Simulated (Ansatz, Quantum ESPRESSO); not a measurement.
**ZnAgH3 (Pm-3m): zone-centre phonons**

Wanted: the vibrations of ZnAgH3 (Pm-3m) at Γ, by two programs.

Method: DFT LDA, scalar-relativistic, plane waves, PseudoDojo norm-conserving pseudopotentials, in Quantum ESPRESSO 8.0 development, patched.

This is a report of a sequence of runs, with most program output left out.

The structure was built from a prototype and need not be the compound's stable phase.

### 1. Starting point

Symmetry: Pm-3m, No. 221, cubic system. The conventional cell has a = 4.152 Å, b = 4.152 Å, c = 4.152 Å, α = 90.00°, β = 90.00°, γ = 90.00°. Ag has 12 H at 2.94 Å nearest. Nearest to Zn lie 6 H at 2.08 Å. Nearest to H lie 2 Zn at 2.08 Å. Farther neighbours are not listed.

### 2. A probe with smearing

Before anything dear is run, a loose run with smearing shows whether this is a metal and how far the cell is from rest.

Contents of probe.in:

```
 &control
    calculation='scf',
    prefix='x',
    outdir='./tmp',
    pseudo_dir='./pseudo',
    tprnfor=.true.,
    tstress=.true.,
    verbosity='high',
 /
 &system
    ibrav=0,
    nat=5,
    ntyp=3,
    ecutwfc=86.0,
    occupations='smearing',
    smearing='gaussian',
    degauss=0.01,
 /
 &electrons
    conv_thr=1.0d-07,
    mixing_beta=0.7,
    electron_maxstep=100,
 /
ATOMIC_SPECIES
 Ag    107.8682  Ag.upf
 Zn     65.3800  Zn.upf
 H       1.0080  H.upf
CELL_PARAMETERS angstrom
     4.151600000    0.000000000    0.000000000
     0.000000000    4.151600000    0.000000000
     0.000000000    0.000000000    4.151600000
ATOMIC_POSITIONS crystal
 Ag     0.000000000   0.000000000   0.000000000
 Zn     0.500000000   0.500000000   0.500000000
 H      0.500000000   0.500000000   0.000000000
 H      0.500000000   0.000000000   0.500000000
 H      0.000000000   0.500000000   0.500000000
K_POINTS automatic
 4 4 4 0 0 0
```

Launch:

```
$ OMP_NUM_THREADS=1 mpirun -n 4 pw.x -nk 4 -in probe.in > probe.out
```

Run time: 6.5 s. Hardware: 4 MPI ranks of Intel Xeon Platinum 8375C at 2.90GHz (Ice Lake), shared host.

This step gave:

* volume per atom: 14.31 Å³
* pressure: -14.69 GPa
* gap on the k-mesh: 0 eV

No gap opens on this mesh, so smearing is kept; the start stands at -15 GPa.

### 3. Relaxation

The relaxation runs at a cutoff a fifth above that of the response, since stress converges more slowly with the basis than frequencies do. Forces and stress are brought to rest with tight thresholds.

Contents of relax.in:

```
 &control
    calculation='vc-relax',
    prefix='x',
    outdir='./tmp',
    pseudo_dir='./pseudo',
    tprnfor=.true.,
    tstress=.true.,
    forc_conv_thr=2.0d-05,
    etot_conv_thr=1.0d-07,
    nstep=40,
 /
 &system
    ibrav=0,
    nat=5,
    ntyp=3,
    ecutwfc=103,
    occupations='smearing',
    smearing='mv',
    degauss=0.02,
 /
 &electrons
    conv_thr=1.0d-11,
    mixing_beta=0.7,
    electron_maxstep=100,
 /
 &ions
 /
 &cell
    press_conv_thr=0.2,
 /
ATOMIC_SPECIES
 Ag    107.8682  Ag.upf
 Zn     65.3800  Zn.upf
 H       1.0080  H.upf
CELL_PARAMETERS angstrom
     4.151600000    0.000000000    0.000000000
     0.000000000    4.151600000    0.000000000
     0.000000000    0.000000000    4.151600000
ATOMIC_POSITIONS crystal
 Ag     0.000000000   0.000000000   0.000000000
 Zn     0.500000000   0.500000000   0.500000000
 H      0.500000000   0.500000000   0.000000000
 H      0.500000000   0.000000000   0.500000000
 H      0.000000000   0.500000000   0.500000000
K_POINTS automatic
 8 8 8 0 0 0
```

Launch:

```
$ OMP_NUM_THREADS=1 mpirun -n 4 pw.x -nk 4 -in relax.in > relax.out
```

Run time: 2.9 min. Hardware: 4 MPI ranks; 12 min of CPU time.

The steps of the relaxation:

```csv
step,energy less that of the first step (eV),largest force (eV/Å),pressure (GPa),volume (Å³)
1,0.0000,0.0000,-14.56,71.56
2,-0.4697,0.0000,-14.42,66.38
3,-1.1040,0.0000,-13.18,59.08
4,-1.7675,0.0000,-7.00,49.18
5,-1.8148,0.0000,7.31,41.37
6,-1.8787,0.0000,-1.07,45.02
7,-1.8806,0.0000,-0.13,44.52
8,-1.8806,0.0000,0.00,44.45
9,-1.8806,0.0000,0.00,44.45
10,-1.8799,0.0000,0.00,44.45
```

```csv
cell as run,before,after,change
a (Å),4.152,3.542,-14.7 %
b (Å),4.152,3.542,-14.7 %
c (Å),4.152,3.542,-14.7 %
volume (Å³/atom),14.31,8.89,-37.9 %
```

Final coordinates:

```cif
data_structure
_symmetry_space_group_name_H-M 'P 1'
_symmetry_Int_Tables_number 1
_cell_length_a 3.5424
_cell_length_b 3.5424
_cell_length_c 3.5424
_cell_angle_alpha 90.000
_cell_angle_beta 90.000
_cell_angle_gamma 90.000
_cell_volume 44.45
loop_
_atom_site_label
_atom_site_type_symbol
_atom_site_fract_x
_atom_site_fract_y
_atom_site_fract_z
_atom_site_occupancy
Ag1 Ag 0.00000 0.00000 0.00000 1
Zn2 Zn 0.50000 0.50000 0.50000 1
H3 H 0.50000 0.50000 0.00000 1
H4 H 0.50000 0.00000 0.50000 1
H5 H 0.00000 0.50000 0.50000 1
```

The last row of the table of steps is pw.x's closing run on a basis chosen anew for the final cell, so its energy can jump.

Numbers from this step:

```yaml
volume_per_atom: 8.890 Å³
pressure: -0.002 GPa
```

The volume changes by -37.9 % from the cell with which this run began.

### 4. Ground state

Perturbation theory inherits every error of the wavefunctions, so the threshold is set near the limit of the arithmetic. Smearing stays on, as the first look found no gap above 0.3 eV.

Contents of scf.in:

```
 &control
    calculation='scf',
    prefix='x',
    outdir='./tmp',
    pseudo_dir='./pseudo',
    tprnfor=.true.,
    tstress=.true.,
 /
 &system
    ibrav=0,
    nat=5,
    ntyp=3,
    ecutwfc=86.0,
    occupations='smearing',
    smearing='mv',
    degauss=0.02,
 /
 &electrons
    conv_thr=1.0d-12,
    mixing_beta=0.7,
    electron_maxstep=100,
 /
ATOMIC_SPECIES
 Ag    107.8682  Ag.upf
 Zn     65.3800  Zn.upf
 H       1.0080  H.upf
CELL_PARAMETERS angstrom
     3.542407566    0.000000000    0.000000000
     0.000000000    3.542407566    0.000000000
     0.000000000    0.000000000    3.542407566
ATOMIC_POSITIONS crystal
 Ag     0.000000000   0.000000000   0.000000000
 Zn     0.500000000   0.500000000   0.500000000
 H      0.500000000   0.500000000   0.000000000
 H      0.500000000   0.000000000   0.500000000
 H      0.000000000   0.500000000   0.500000000
K_POINTS automatic
 8 8 8 0 0 0
```

Launch:

```
$ OMP_NUM_THREADS=1 mpirun -n 4 pw.x -nk 4 -in scf.in > scf.out
```

The job ended after 13 s (4 MPI ranks; 53 s of CPU time).

Numbers from this step:

| Quantity | Value |
| --- | --- |
| pressure | -0.006000 GPa |

The cell stands at -0.0060 GPa, close enough for phonons.

### 5. Linear response at Γ

At q = 0 one unit cell holds all displacements; symmetry groups them into irreducible representations that are solved one by one. With smeared occupations no response to a homogeneous field can be asked.

Contents of ph.in:

```
phonons
 &inputph
    prefix='x',
    outdir='./tmp',
    fildyn='g.dyn',
    tr2_ph=1.0d-18,
    alpha_mix(1)=0.4,
    nmix_ph=8,
 /
0.000000000000 0.000000000000 0.000000000000
```

Launch:

```
$ OMP_NUM_THREADS=1 mpirun -n 4 ph.x -nk 4 -in ph.in > ph.out
```

It took 8.2 min on 4 MPI ranks.

Numbers from this step:

```
largest acoustic frequency at the zone centre before the sum rule : -0.37 cm⁻¹
highest optical zone-centre mode (no LO-TO term)                  : 1254 cm⁻¹
lowest optical zone-centre mode                                   : -288.1 cm⁻¹
```

The acoustic modes at Γ come out as far as 0.4 cm⁻¹ from zero, where they should vanish, a small numerical error. The lowest optical mode is imaginary, 288i cm⁻¹, an instability at this level and on this k mesh.

### 6. Zone-centre analysis

A rigid shift of the crystal must cost nothing, but grids and finite bases break this; the acoustic sum rule is imposed before the matrix is diagonalised again.

Contents of dynmat.in:

```
 &input
    fildyn='g.dyn',
    asr='simple',
    fileig='dynmat.eig',
 /
```

Launch:

```
$ dynmat.x -in dynmat.in > dynmat.out
```

Wall time 0.58 s (1 thread).

Unit eigenvectors of the mass-weighted matrix after the sum rule; no LO-TO term. The modes at Γ (shares of kinetic energy by element, %) (negative means imaginary):

```csv
mode,frequency (cm⁻¹),Ag %,Zn %,H %
1,-288.1,9,4,87
2,-288.1,9,4,87
3,-288.1,9,4,87
4,0.0,61,37,2
5,0.0,61,37,2
6,0.0,61,37,2
7,106.9,30,59,12
8,106.9,30,59,12
9,106.9,30,59,12
10,137.7,0,0,100
11,137.7,0,0,100
12,137.7,0,0,100
13,1253.6,0,1,99
14,1253.6,0,1,99
15,1253.6,0,1,99
```

Displacements in mode 1 (-288.1 cm⁻¹), the largest set to 1:
```
Ag1 -0.05 -0.04  0.03
Zn2  0.04  0.03 -0.03
H3   1.00  0.87 -0.40
H4   1.00  0.54 -0.65
H5   0.62  0.87 -0.65
```

Displacements in mode 12 (137.7 cm⁻¹), the largest set to 1:
```
Ag1  0.00  0.00  0.00
Zn2  0.00  0.00  0.00
H3   0.01  0.06  0.00
H4  -0.01  0.00  1.00
H5   0.00 -0.06 -1.00
```

The rule moves no optical mode by more than 0.1 cm⁻¹.

### 7. Sum rules set otherwise (asr crystal)

The rule can be imposed in more than one way; the choices should agree where the raw error is small.

Contents of dynmat.in:

```
 &input
    fildyn='g.dyn',
    asr='crystal',
    fileig='dynmat.eig',
 /
```

Launch:

```
$ dynmat.x -in dynmat.in > dynmat.out
```

The job ended after 0.56 s (1 thread).

Zone-centre frequencies as printed; negative means imaginary. Modes:

```csv
mode,frequency (cm⁻¹)
1,-288.1
2,-288.1
3,-288.1
4,0
5,0
6,0
7,106.9
8,106.9
9,106.9
10,137.7
11,137.7
12,137.7
13,1254
14,1254
15,1254
```

Against the first rule no mode moves by more than 0.1 cm⁻¹.

### 8. Sum rules set otherwise: a sum rule for molecules or wires on a crystal

This rule also removes rotations, which suits wires and not a crystal; it is tried to see the harm.

Contents of dynmat.in:

```
 &input
    fildyn='g.dyn',
    asr='one-dim',
    fileig='dynmat.eig',
 /
```

Launch:

```
$ dynmat.x -in dynmat.in > dynmat.out
```

The job ended after 0.56 s (1 thread).

The run ended normally, but on settings that are not sound.

The fault: a sum rule for molecules or wires on a crystal; 1 optical mode is projected out to zero frequency, as if it were a rotation.

For a crystal the rule has to be 'simple' or 'crystal'.

Zone-centre frequencies as printed; negative means imaginary. Modes:

```csv
mode,frequency (cm⁻¹)
1,-431.8
2,-288.1
3,-288.1
4,0
5,0
6,0
7,0
8,106.9
9,106.9
10,137.7
11,137.7
12,280.6
13,1225
14,1254
15,1254
```

### 9. Cross-check with Ansatz

A second program on the same cell, potentials, cutoff and meshes tests the implementation of the phonon response, not its convergence. Its k mesh is centred on Γ.

This step: DFT LDA, scalar-relativistic, plane waves, PseudoDojo norm-conserving pseudopotentials (Ansatz 0.2.0).

Contents of input.yaml:

```yaml
crystal:
  lattice:
    - [3.542407566, 0.0, 0.0]
    - [0.0, 3.542407566, 0.0]
    - [0.0, 0.0, 3.542407566]
  atoms:
    - { symbol: Ag, position: [0.0, 0.0, 0.0] }
    - { symbol: Zn, position: [0.5, 0.5, 0.5] }
    - { symbol: H, position: [0.5, 0.5, 0.0] }
    - { symbol: H, position: [0.5, 0.0, 0.5] }
    - { symbol: H, position: [0.0, 0.5, 0.5] }
kpoints:
  mp_grid: { grid: [8, 8, 8] }
hamiltonian:
  xc: lda
  pseudopotentials: { kind: nc, accuracy: standard }
scf:
  occupations: { method: cold, width: 0.27211 }
output:
  eigenvalues: true
basis:
  ecutwfc: 1170.09
phonons:
  method: dfpt
```

Launch:

```
$ ansatz run input.yaml --threads 4 --pin off --max-ram 16384MiB --backend cpu --events-out ev --progress --plain --runs-dir out
```

Wall time 40 s (4 threads); peak memory 1.6 GiB.

Numbers from this step:

| Property | Result |
| --- | --- |
| sum-rule residual before enforcement | 3.21e-5 eV/Å² |
| highest optical zone-centre mode (no LO-TO term) | 1253 cm⁻¹ |

### 10. Side by side: QE PseudoDojo and Ansatz, PseudoDojo

Worked out from the results:

```
root-mean-square difference : 0.42 cm⁻¹
largest difference          : 0.79 cm⁻¹
```

The 12 of 12 modes that differ most. Frequencies side by side:

```csv
q (reciprocal lattice),mode,QE PseudoDojo (cm⁻¹),"Ansatz, PseudoDojo (cm⁻¹)"
0 0 0,1,-288.1,-288.1
0 0 0,2,-288.1,-288.1
0 0 0,3,-288.1,-288.1
0 0 0,7,106.9,107
0 0 0,8,106.9,107
0 0 0,9,106.9,107
0 0 0,10,137.7,138.5
0 0 0,11,137.7,138.5
0 0 0,12,137.7,138.5
0 0 0,13,1254,1253
0 0 0,14,1254,1253
0 0 0,15,1254,1253
```

At the zone centre the largest difference (acoustic modes at Γ apart) is 0.06 % of the highest mode.

### 11. Summary of results

```
space group after relaxation                                           : Pm-3m
volume per atom                                                        : 8.89 Å³
highest optical zone-centre mode (no LO-TO term)                       : 1254 cm⁻¹
lowest optical zone-centre mode                                        : -288.1 cm⁻¹
imaginary optical modes at the zone centre (no q mesh in this session) : yes
largest difference from Ansatz, PseudoDojo                             : 0.79 cm⁻¹
```

At the LDA level the optical modes of ZnAgH3 (Pm-3m) at the zone centre run from 288i to 1254 cm⁻¹, so the structure is a saddle point, with 3 modes beyond 10i cm⁻¹ there. The relaxation gained more than 0.3 eV an atom, so the start was far from this structure and its bonding may have changed. Of the 12 optical modes, 9 are infrared active alone and 3 are silent. QE PseudoDojo and Ansatz, PseudoDojo agree to 0.79 cm⁻¹ (0.06 % of the highest mode compared) on all solved modes but the acoustic ones at Γ, without the LO-TO term. These are harmonic frequencies at zero temperature: anharmonic shifts and linewidths and thermal expansion are left out. In a metal the frequencies hang on the k mesh and the smearing, most of all near Kohn anomalies. The build is a development version in which the Raman tensors of release 7.5 are mended; dynmat.x leaves out the electro-optic term of LO lines. The structure is a hypothetical one, built on a prototype.

[Host names and launcher messages were left out of these logs when they were recorded.]

[Logs are printed without paths, hosts, clocks, repeated set-up lines and the standing remarks that a program may print on its own settings, such as how far it seeks lower states.]

[Hosts, paths, dates, database ids (printed as entryN), source tags and the programs' standing remarks are cut or masked in the printed files.]
